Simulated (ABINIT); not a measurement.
Planning a run of ABINIT 10.8.3 on LiBH4 (F-43m). The input:

```
acell 3*1.0 Angstrom
rprim 
  0.000000000000 2.855319000000 2.855319000000
  2.855319000000 0.000000000000 2.855319000000
  2.855319000000 2.855319000000 -0.000000000000
ntypat 3
znucl 3 5 1
natom 6
typat 1 2 3 3 3 3
xred 
  0.000000000000 0.000000000000 0.000000000000
  0.500000000000 0.500000000000 0.500000000000
  0.376786667500 0.376786667500 0.376786667500
  0.869639997500 0.376786667500 0.376786667500
  0.376786667500 0.376786667500 0.869639997500
  0.376786667500 0.869639997500 0.376786667500
pp_dirpath "pseudos"
pseudos "Li.upf, B.upf, H.upf"
ecut 34
ngkpt 4 4 4
nshiftk 1
shiftk 0 0 0
kptopt 1
chksymbreak 0
istwfk *1
occopt 1
irdwfk 1
optdriver 4
nband 61
gwcalctyp 10
ecutsigx 34
symsigma 1
nkptgw 8
kptgw 
  0.0000000000 0.0000000000 0.0000000000
  0.2500000000 0.0000000000 0.0000000000
  0.5000000000 0.0000000000 0.0000000000
  0.2500000000 0.2500000000 0.0000000000
  0.5000000000 0.2500000000 0.0000000000
  -0.2500000000 0.2500000000 0.0000000000
  0.5000000000 0.5000000000 0.0000000000
  -0.2500000000 0.5000000000 0.2500000000
bdgw 
  1 13
  1 13
  1 13
  1 13
  1 13
  1 13
  1 13
  1 13
ecuteps 4.8
irdscr 1
ppmodel 1
irdqps 1
indata_prefix "in"
outdata_prefix "out"
tmpdata_prefix "tmp"
```

```sh
OMP_NUM_THREADS=1 mpirun -n 4 abinit run.abi > log
```

Q: How long will it take on 4 MPI ranks of Arm Neoverse N1, shared host, and how much memory?

It took 94 s; on shared hardware allow 47 s to 3.1 min. Peak host memory was 1.1 GiB.

[Paths, hosts, dates, memory and timing lines, banners, echoed tables and standing remarks are left out of the program output.]

[Logs are printed without paths, hosts, clocks, repeated set-up lines and the standing remarks that a program may print on its own settings, such as how far it seeks lower states.]

[Runs of the session that timed out or met a known fault of the program may be left out.]

[Hosts, paths, dates, database ids (printed as entryN), source tags and the programs' standing remarks are cut or masked in the printed files.]

[G0W0 gaps are taken among the corrected bands and points alone; a level outside them can change the order at an edge.]

[Where Ansatz stands beside ABINIT at settings called matched, ABINIT's density can come from a denser mesh and the files from another edition; pairs whose starting gaps differed by over 0.03 eV were left out, so agreement reads better than it is.]
